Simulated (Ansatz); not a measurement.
# Settings and their price: graphene/h-GaN/graphene sandwich (62 atoms)

The cell holds 62 atoms: 48 C, 7 Ga and 7 N. Its edges and angles: a = 8.507 Å, b = 8.507 Å, c = 22.960 Å, α = 90.0°, β = 90.0°, γ = 120.0°. It derives from C and GaN. 12 cells of graphene (a = 2.46 Å, strained -0.17 %) and 7 cells of h-GaN (a = 3.21 Å, +0.17 %) on one hexagonal cell, twist 49.11 deg; facing planes 3.5, 3.46 Å apart; 16 Å of vacuum; displaced by a Gaussian of 0.01 Å. Regions: layer 1, 24 atoms (24 C); layer 2, 14 atoms (7 Ga and 7 N); layer 3, 24 atoms (24 C). Vacuum lies along c.

Geometry: as built.

Reference run: Kohn-Sham DFT, PBE+D4, PAW (set soft_2), plane waves (Ansatz 0.2.0), cutoff 420 eV, k-mesh 6×6×1, fermi-dirac smearing of 0.05 eV.

```
r.m.s. force component : 0.4963 eV/Å
SCF cycles             : 9
time                   : 17 s on 1 × NVIDIA H100 80GB HBM3 with 5 threads of AMD EPYC 7R13 (Zen 3), shared host
```

**Question.** The cell is repeated and solved at Γ. How do error, time and memory go?
- plane waves, 62 atoms (1×1×1)
- support functions, 62 atoms (1×1×1)
- plane waves, 248 atoms (2×2×1)
- support functions, 248 atoms (2×2×1)
- plane waves, 558 atoms (3×3×1)
- support functions, 558 atoms (3×3×1)
- support functions, 992 atoms (4×4×1)
- support functions, 2232 atoms (6×6×1)

Differences are against the typed cell on a 6×6×1 mesh, which samples like Γ on 2232 atoms (r.m.s. force component 0.496 eV/Å). Every repeated cell is solved at Γ, and forces are averaged over the copies of each atom. Hardware: 1 × NVIDIA H100 80GB HBM3 with 5 threads of AMD EPYC 7R13 (Zen 3), shared host.

| atoms | repeats | basis | Δ force, r.m.s. (meV/Å) | Δ energy (meV/atom) | less plane waves of the same size (meV/atom) | spread among copies (meV/Å) | SCF cycles | time | host memory (GiB) | planned on the GPU (GiB) |
| --- | --- | --- | --- | --- | --- | --- | --- | --- | --- | --- |
| 62 | 1×1×1 | plane waves | 286 | 170 | - | - | 19 | 3.5 s | 1.2 | 3.4 |
| 62 | 1×1×1 | support functions | 286 | 167 | -3.8 | - | 24 | 7 s | 1.2 | 3.3 |
| 248 | 2×2×1 | plane waves | 69.9 | 17.8 | - | 0 | 12 | 6.3 s | 1.8 | 14 |
| 248 | 2×2×1 | support functions | 70.1 | 14.1 | -3.7 | 0.14 | 18 | 13 s | 1.9 | 8.5 |
| 558 | 3×3×1 | plane waves | 25.9 | 3.91 | - | 0 | 11 | 21 s | 3.0 | 45 |
| 558 | 3×3×1 | support functions | 26.0 | 0.0922 | -3.8 | 0.13 | 21 | 24 s | 3.2 | 16 |
| 992 | 4×4×1 | support functions | 10.7 | -2.64 | - | 0.15 | 21 | 46 s | 5.1 | 25 |
| 2232 | 6×6×1 | support functions | 0.414 | -3.83 | - | 0.14 | 22 | 2.1 min | 10 | 53 |

Repeating the cell at Γ samples more k-points: in plane waves the energy difference from the dense mesh goes from 170 meV/atom at 62 atoms to 3.91 at 558, and the force difference from 286 to 26 meV/Å. With plane waves, the time grows as the 1.5 power of the atom count between the two largest sizes, 248 and 558 atoms. The smaller run is short enough for fixed overheads to flatten this slope. With support functions, the time grows as the 1.3 power of the atom count between the two largest sizes, 992 and 2232 atoms. At equal size the support functions lie 3.7 to 3.8 meV/atom below plane waves, likely because their grid holds more waves than 420 eV; no run tests this. Support functions take 2.0 times the time of plane waves at 62 atoms and 1.1 times at 558, so no crossover is reached among the sizes that both ran. Each time is a single run, so ratios and crossover are rough. The bases also began from different starting densities. At the largest size the support functions' forces differ from the reference by 0.084 % of the r.m.s. force, where they sample the same k-points.

[Logs are printed without paths, hosts, clocks, repeated set-up lines and the standing remarks that a program may print on its own settings, such as how far it seeks lower states.]

[Hosts, paths, dates, database ids (printed as entryN), source tags and the programs' standing remarks are cut or masked in the printed files.]
